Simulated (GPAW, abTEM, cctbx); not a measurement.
# NaMnBr3: the scripts behind a bonding study

Short scripts, each with its output. The cell comes from substitution in a known structure type and wasn't matched to any measured phase.

**1. Relax the structure**

```text
cell
1.0
     5.042000000    0.000000000    0.000000000
     0.000000000    5.042000000    0.000000000
     0.000000000    0.000000000    5.042000000
Br Mn Na
3 1 1
Direct
0.000000000 0.500000000 0.500000000
0.500000000 0.500000000 0.000000000
0.500000000 0.000000000 0.500000000
0.500000000 0.500000000 0.500000000
0.000000000 0.000000000 0.000000000
```

```python
from ase.constraints import FixSymmetry
from ase.filters import FrechetCellFilter
from ase.io import read, write
from ase.optimize import BFGS
from ase.parallel import parprint
from gpaw import GPAW, PW, FermiDirac

atoms = read("start.vasp")
atoms.set_initial_magnetic_moments([0, 0, 0, 4, 0])
atoms.set_constraint(FixSymmetry(atoms))
atoms.calc = GPAW(mode=PW(570), xc="PBE", kpts={"size": (3, 3, 3), "gamma": True},
                 occupations=FermiDirac(0.05), maxiter=120, symmetry={"tolerance": 1e-5}, txt="relax.txt")
BFGS(FrechetCellFilter(atoms), maxstep=0.15).run(fmax=0.03, steps=40)
parprint("cell  %.4f %.4f %.4f  %.2f %.2f %.2f" % tuple(atoms.cell.cellpar()))
parprint("volume %.3f A^3, largest force %.3f eV/A, largest stress %.2f GPa" % (atoms.get_volume(), abs(atoms.get_forces()).max(), 160.218 * abs(atoms.get_stress()).max()))
atoms.set_constraint()
write("relaxed.vasp", atoms, direct=True)
```

```console
$ OMP_NUM_THREADS=1 mpirun -n 4 gpaw python run.py > gpaw.log
```

```text
      Step        Energy          fmax
BFGS:    0      -20.122584        1.098637
BFGS:    1      -20.172642        1.023286
BFGS:    2      -20.485574        0.384325
BFGS:    3      -20.545976        0.063876
BFGS:    4      -20.548040        0.005026
cell  5.3259 5.3259 5.3259  90.00 90.00 90.00
volume 151.071 A^3, largest force 0.000 eV/A, largest stress 0.03 GPa
```

Time: 72 s on 4 cores of Arm Neoverse N1 (shared host), peak memory 1.1 GiB.

**2. Build the all-electron density and subtract free atoms**

```text
cell
1.0
     5.325908040    0.000000000    0.000000000
     0.000000000    5.325908040    0.000000000
     0.000000000    0.000000000    5.325908040
Br Mn Na
3 1 1
Direct
0.000000000 0.500000000 0.500000000
0.500000000 0.500000000 0.000000000
0.500000000 0.000000000 0.500000000
0.500000000 0.500000000 0.500000000
0.000000000 0.000000000 0.000000000
```

```python
import numpy as np
from ase.io import read
from ase.units import Bohr
from gpaw import GPAW, PW, FermiDirac
from gpaw.calculator import GPAW as OldGPAW
from gpaw.mpi import serial_comm, world
from scipy.special import erfc
from scipy.spatial import cKDTree

atoms = read("cell.vasp")
atoms.set_initial_magnetic_moments([0, 0, 0, 4, 0])
atoms.calc = GPAW(mode=PW(450), xc="PBE", kpts={"size": (4, 4, 4), "gamma": True},
                 occupations=FermiDirac(0.05), maxiter=120, symmetry={"tolerance": 1e-5}, txt="scf.txt")
atoms.get_potential_energy()
rho = atoms.calc.get_all_electron_density(gridrefinement=2)
moments = atoms.get_magnetic_moments() if atoms.calc.get_number_of_spins() == 2 else np.zeros(len(atoms))
total = atoms.get_magnetic_moment() if moments.any() else 0.0
if world.rank == 0:
    free = OldGPAW(mode=PW(450), xc="PBE", txt=None, communicator=serial_comm)
    neutral = atoms.copy()
    neutral.set_initial_magnetic_moments(None)
    free.initialize(neutral)
    free.set_positions(neutral)
    drho = rho - free.get_all_electron_density(gridrefinement=2)
    # GPAW starts from confined atoms: exchange their smooth part for that of the datasets' free atoms
    h = np.stack(np.meshgrid(*[np.fft.fftfreq(n, 1 / n) for n in drho.shape], indexing="ij"), -1)
    gabs = np.linalg.norm(h @ atoms.cell.reciprocal(), axis=-1)
    tails = np.fft.fftn(free.get_pseudo_density(gridrefinement=2))
    g, form, v0 = np.linspace(0, gabs.max(), 1500), {}, 0
    for e in set(atoms.symbols):
        idx = atoms.symbols.search(e)
        d = free.setups[idx[0]].data
        r, w = d.rgd.r_g * Bohr, d.rgd.r_g**2 * d.rgd.dr_g
        j0 = np.sinc(2 * g[:, None] * r)
        smooth = sum(f * p**2 for f, p in zip(d.f_j, d.phit_jg)) + np.sqrt(4 * np.pi) * d.nct_g
        full = sum(f * p**2 for f, p in zip(d.f_j, d.phi_jg)) + np.sqrt(4 * np.pi) * d.nc_g
        phase = sum(np.exp(-2j * np.pi * h @ s) for s in atoms.get_scaled_positions()[idx])
        tails -= np.interp(gabs, g, j0 @ (smooth * w)) * phase * drho.size / atoms.get_volume()
        form[e] = j0 @ (full * w)
        v0 += 2 * np.pi / 3 * 14.3996 * (full * w * r**2).sum() * len(idx)  # V A^3
    tails *= 0.5 * erfc((gabs - 1.8) / 0.25)  # the tails differ at long wavelengths alone
    drho += np.fft.ifftn(tails).real  # crystal minus superposed spherical free atoms
    np.save("drho.npy", drho)
    dv = atoms.get_volume() / drho.size
    print("grid", drho.shape, " electrons %.3f" % (rho.sum() * dv), " moved by bonding %.3f e" % (abs(drho).sum() * dv / 2))
    pts = np.indices(drho.shape).reshape(3, -1).T / drho.shape @ atoms.cell
    shifts = (np.indices((3, 3, 3)).reshape(3, -1).T - 1) @ atoms.cell
    images = (atoms.positions[None] + shifts[:, None]).reshape(-1, 3)
    dist, idx = cKDTree(images).query(pts, k=4)
    out = drho.ravel()[dist[:, 0] > 0.5]
    print("deformation density beyond 0.5 A of the nuclei: max %.3f, min %.3f e/A^3" % (out.max(), out.min()))
    tie = dist < dist[:, :1] + 1e-4
    q = -np.bincount((idx % len(atoms))[tie], (drho.ravel()[:, None] / tie.sum(1, keepdims=True) * tie)[tie], len(atoms)) * dv
    print("atom        x       y       z   Voronoi charge  moment")
    for a, s, c, m in zip(atoms, atoms.get_scaled_positions(), q, moments):
        print("%-2s%-3d %7.4f %7.4f %7.4f %10.3f %10.2f" % (a.symbol, a.index + 1, *s, c, m))
    np.savez("free.npz", g=g, **form)
    print("mean inner potential of superposed free atoms %.3f V" % (v0 / atoms.get_volume()))
    print("total magnetic moment %.3f muB" % total)
```

```console
$ OMP_NUM_THREADS=1 mpirun -n 4 gpaw python run.py > gpaw.log
```

```text
grid (54, 54, 54)  electrons 141.000  moved by bonding 0.865 e
deformation density beyond 0.5 A of the nuclei: max 0.180, min -0.057 e/A^3
atom        x       y       z   Voronoi charge  moment
Br1    0.0000  0.5000  0.5000     -0.205       0.06
Br2    0.5000  0.5000  0.0000     -0.205       0.06
Br3    0.5000  0.0000  0.5000     -0.205       0.06
Mn4    0.5000  0.5000  0.5000      0.222       4.34
Na5    0.0000  0.0000  0.0000      0.393       0.00
mean inner potential of superposed free atoms 10.498 V
total magnetic moment 5.000 muB
```

Time: 28 s.

**3. Fourier-transform the difference**

```python
from cctbx import adptbx, crystal, miller, xray
from cctbx.eltbx import tiny_pse
import numpy as np

cs = crystal.symmetry(unit_cell=(5.3259, 5.3259, 5.3259, 90, 90, 90), space_group_symbol='Hall: -P 4 2 3')  # Pm-3m
atoms = [  # label, site, U (iso, or U11 U22 U33 U12 U13 U23 in A^2), occupancy
    ("Br1", (0, 0.5, 0.5), 0.0000, 1),
    ("Mn1", (0.5, 0.5, 0.5), 0.0000, 1),
    ("Na1", (0, 0, 0), 0.0000, 1),
]
xs = xray.structure(crystal_symmetry=cs)
for label, site, u, occ in atoms:
    u = adptbx.u_cif_as_u_star(cs.unit_cell(), u) if isinstance(u, tuple) else u
    xs.add_scatterer(xray.scatterer(label, site=site, u=u, occupancy=occ))
xs.scattering_type_registry(table="wk1995")
drho = np.load("drho.npy")
T = np.array([[1, 0, 0], [0, 1, 0], [0, 0, 1]])  # conventional axes in terms of the primitive ones
dF = np.fft.ifftn(drho) * 151.07096  # electrons a conventional cell, indexed by primitive hkl
ms = miller.build_set(cs, anomalous_flag=False, d_min=0.9).sort("resolution")
iam = ms.structure_factors_from_scatterers(xs, algorithm="direct").f_calc()
p1 = xs.expand_to_p1()
z = np.array([tiny_pse.table(sc.scattering_type).atomic_number() for sc in p1.scatterers()])
x = np.array(p1.sites_frac())
free = np.load("free.npz")
print("static structure factors of the conventional cell: F in electrons, V (Mott-Bethe) in volts")
print("   h  k  l      d  |F| table  |F| free   |F| DFT   change   |V| free  |V| DFT  change %")
for h, d, table in list(zip(ms.indices(), ms.d_spacings().data(), iam.data()))[:16]:
    df = dF[tuple(np.rint(np.linalg.solve(T, h)).astype(int))]
    phase = np.exp(2j * np.pi * x @ h)
    f = sum(np.interp(1 / d, free["g"], free[sc.scattering_type]) * p for sc, p in zip(p1.scatterers(), phase))
    fz = (z * phase).sum()
    c = 14.3996 * d * d / (np.pi * cs.unit_cell().volume())
    v0, v1 = abs(fz - f) * c, abs(fz - f - df) * c
    print("%4d%3d%3d %7.4f %9.3f %9.3f %9.3f %8.3f %9.3f %8.3f %8s" % (h + (d, abs(table), abs(f), abs(f + df), abs(f + df) - abs(f), v0, v1, "%.1f" % (100 * (v1 / v0 - 1)) if v0 > 0.02 else "-")))
```

```console
$ python run.py
```

```text
static structure factors of the conventional cell: F in electrons, V (Mott-Bethe) in volts
   h  k  l      d  |F| table  |F| free   |F| DFT   change   |V| free  |V| DFT  change %
   0  1  0  5.3259    45.702    45.722    45.968    0.246     2.821    2.610     -7.5
   0  1  1  3.7660     0.277     0.273     0.543    0.270     0.548    0.664     21.2
   1  1  1  3.0749    76.994    77.063    77.260    0.197     3.998    3.942     -1.4
   0  2  0  2.6630   112.836   112.798   113.013    0.214     6.068    6.021     -0.8
   0  2  1  2.3818    37.786    37.751    37.852    0.100     1.936    1.919     -0.9
   1  2  1  2.1743     0.522     0.672     0.514   -0.158     0.240    0.217     -9.5
   0  2  2  1.8830    99.484    99.354    99.350   -0.004     4.480    4.481      0.0
   0  3  0  1.7753    33.704    33.656    33.733    0.078     1.467    1.460     -0.5
   1  2  2  1.7753    33.704    33.656    33.656    0.000     1.467    1.467     -0.0
   0  3  1  1.6842     1.145     1.238     1.056   -0.182     0.193    0.177     -8.1
   1  3  1  1.6058    61.724    61.694    61.498   -0.196     2.293    2.308      0.7
   2  2  2  1.5375    90.710    90.559    90.521   -0.038     3.617    3.620      0.1
   0  3  2  1.4771    30.992    30.955    30.991    0.035     1.195    1.192     -0.2
   1  3  2  1.4234     1.805     1.841     1.759   -0.082     0.175    0.170     -2.9
   0  4  0  1.3315    84.107    83.971    84.069    0.098     3.067    3.062     -0.2
   2  3  2  1.2917    28.945    28.919    28.927    0.008     1.017    1.016     -0.0
```

Time: 0.55 s on 1 core of Arm Neoverse N1 (shared host), peak memory 0.08 GiB.

**4. Propagate a plane wave with and without the bonding term**

```python
import abtem
import numpy as np
from ase.build import make_supercell
from ase.io import read

abtem.config.set({"dask.lazy": False, "fft": "fftw", "diagnostics.progress_bar": False})
M = [[0, -1, 0], [1, 0, 0], [0, 0, 1]]  # rows: x, y and beam direction in the primitive cell's axes
unit = make_supercell(read("cell.vasp"), M)
unit.set_cell(list(unit.cell.lengths()) + [90, 90, 90], scale_atoms=True)
unit.positions[:, 2] += 0.6657  # keeps atomic planes off the slice boundaries
unit.wrap()
slab = unit * (2, 2, 117)
print(slab.get_chemical_formula(), "| box %.2f x %.2f x %.2f A" % tuple(slab.cell.lengths()))

# change of the potential by bonding, from the DFT deformation density (Poisson's equation term by term)
drho = np.load("drho.npy")
prim = read("cell.vasp")
h = np.stack(np.meshgrid(*[np.fft.fftfreq(n, 1 / n) for n in drho.shape], indexing="ij"), -1).reshape(-1, 3).astype(int)
g2 = ((h @ prim.cell.reciprocal()) ** 2).sum(1)
keep = (g2 > 0) & (g2 < 2.5**2)
shape = (153, 153, 32)
vg = np.zeros(shape, complex)
hm = h[keep] @ np.array(M).T
move = np.exp(-2j * np.pi * hm[:, 2] * (0.6657 / unit.cell[2, 2] - 0.5 / shape[2]))  # the same shift, sampled at mid-points
vg[tuple(hm.T % np.array(shape)[:, None])] = -14.3996 / np.pi * (np.fft.fftn(drho).ravel() / drho.size)[keep] / g2[keep] * move
dV = np.fft.ifftn(vg).real * vg.size
dV = dV.reshape(153, 153, 4, 8).mean(3) * unit.cell[2, 2] / 4  # V A, projected in each slice
dV = np.tile(dV.transpose(2, 0, 1), (117, 2, 2))


def build(atoms):
    p = abtem.Potential(atoms, gpts=(306, 306), slice_thickness=[slab.cell[2, 2] / 468] * 468,
                        parametrization="lobato", projection="infinite", exit_planes=36).build()
    p.array[:] += BONDING * dV
    return p


sigmas = {'Br': 0.075, 'Mn': 0.079, 'Na': 0.09}  # r.m.s. displacement along each axis, A
u = np.array([sigmas[s] for s in slab.symbols])[:, None]
rng = np.random.default_rng(555)


def potentials():
    for _ in range(3):  # frozen phonons, one configuration at a time
        atoms = slab.copy()
        atoms.positions += u * rng.standard_normal((len(atoms), 3))
        atoms.wrap()
        yield build(atoms)


for label, BONDING in (("IAM", 0.0), ("DFT", 1.0)):
    print("=====", label)
    rng = np.random.default_rng(555)  # the same displacements for both
    potential = build(slab)
    print("grid", potential.gpts, "slices", potential.num_slices)
    thickness = potential.exit_thicknesses
    wave = abtem.PlaneWave(energy=200000)
    dp = np.mean([wave.multislice(p).diffraction_patterns(max_angle="valid").array for p in potentials()], axis=0)
    hkl = [(0, 0, 0), (1, 0, 0), (1, 1, 0), (2, 0, 0), (2, 1, 0), (2, 2, 0), (3, 0, 0)]
    nx, ny = dp.shape[-2:]
    print("intensity of each beam, fraction of the incident wave")
    print("  t (A)" + "".join("%9s" % " ".join(map(str, h)) for h in hkl) + "  diffuse    total")
    grid = np.zeros((nx, ny), bool)
    grid[nx // 2 % 2::2, ny // 2 % 2::2] = True
    for t, a in list(zip(thickness, dp))[1:]:
        idx = [np.rint(np.array(M) @ np.linalg.solve([[1, 0, 0], [0, 1, 0], [0, 0, 1]], h)).astype(int) for h in hkl]
        print("%7.1f" % t + "".join("%9.5f" % a[nx // 2 + i[0] * 2, ny // 2 + i[1] * 2] for i in idx) + "%9.4f%9.4f" % (a[~grid].sum(), a.sum()))
```

```console
$ python run.py
```

```text
Br1404Mn468Na468 | box 10.65 x 10.65 x 623.13 A
===== IAM
grid (306, 306) slices 468
intensity of each beam, fraction of the incident wave
  t (A)    0 0 0    1 0 0    1 1 0    2 0 0    2 1 0    2 2 0    3 0 0  diffuse    total
   47.9  0.74744  0.00135  0.00282  0.01579  0.00157  0.00755  0.00151   0.0275   0.9987
   95.9  0.54793  0.00038  0.02101  0.03102  0.00079  0.01302  0.00131   0.0624   0.9967
  143.8  0.51284  0.00022  0.03802  0.01447  0.00364  0.00350  0.00254   0.1025   0.9947
  191.7  0.52140  0.00026  0.03833  0.01079  0.00594  0.00054  0.00202   0.1174   0.9937
  239.7  0.45245  0.00227  0.02872  0.02584  0.00745  0.00181  0.00141   0.1325   0.9927
  287.6  0.28641  0.00482  0.03397  0.03148  0.00935  0.00588  0.00343   0.1556   0.9914
  335.5  0.17901  0.01073  0.05699  0.02152  0.00796  0.00553  0.00485   0.1778   0.9899
  383.5  0.13882  0.01896  0.06372  0.01382  0.00822  0.00218  0.00520   0.1994   0.9885
  431.4  0.12537  0.02974  0.04959  0.01566  0.00816  0.00189  0.00413   0.2191   0.9871
  479.3  0.11510  0.03796  0.03854  0.01528  0.00794  0.00156  0.00380   0.2368   0.9857
  527.3  0.11377  0.05111  0.04261  0.00932  0.00594  0.00053  0.00231   0.2533   0.9843
  575.2  0.11149  0.05972  0.03694  0.00303  0.00513  0.00061  0.00191   0.2712   0.9829
  623.1  0.13843  0.06428  0.02472  0.00241  0.00285  0.00033  0.00129   0.2840   0.9817
===== DFT
grid (306, 306) slices 468
intensity of each beam, fraction of the incident wave
  t (A)    0 0 0    1 0 0    1 1 0    2 0 0    2 1 0    2 2 0    3 0 0  diffuse    total
   47.9  0.74856  0.00146  0.00243  0.01590  0.00154  0.00770  0.00147   0.0274   0.9987
   95.9  0.54727  0.00013  0.02120  0.03223  0.00070  0.01348  0.00118   0.0623   0.9967
  143.8  0.49734  0.00095  0.03875  0.01705  0.00371  0.00393  0.00250   0.1022   0.9947
  191.7  0.50066  0.00110  0.04066  0.01270  0.00581  0.00073  0.00187   0.1174   0.9937
  239.7  0.43344  0.00492  0.02877  0.02721  0.00779  0.00199  0.00152   0.1324   0.9927
  287.6  0.26763  0.00996  0.02924  0.03543  0.00958  0.00682  0.00350   0.1546   0.9915
  335.5  0.15650  0.02020  0.04835  0.02543  0.00806  0.00715  0.00459   0.1767   0.9901
  383.5  0.10931  0.03392  0.05513  0.01435  0.00832  0.00342  0.00455   0.1983   0.9887
  431.4  0.08848  0.05101  0.04179  0.01352  0.00819  0.00229  0.00347   0.2169   0.9873
  479.3  0.07118  0.06495  0.02878  0.01370  0.00720  0.00223  0.00308   0.2337   0.9860
  527.3  0.06195  0.08421  0.02798  0.00822  0.00487  0.00115  0.00177   0.2499   0.9846
  575.2  0.05278  0.09515  0.02321  0.00164  0.00363  0.00120  0.00128   0.2674   0.9833
  623.1  0.06115  0.10113  0.01462  0.00051  0.00144  0.00090  0.00063   0.2797   0.9821
```

Time: 86 s.

[Outputs are excerpts: Python notices, other lines and further rows are left out; steps that failed or that the build refused (PBEsol, TPSS) are not shown.]

[Logs are printed without paths, hosts, clocks, repeated set-up lines and the standing remarks that a program may print on its own settings, such as how far it seeks lower states.]
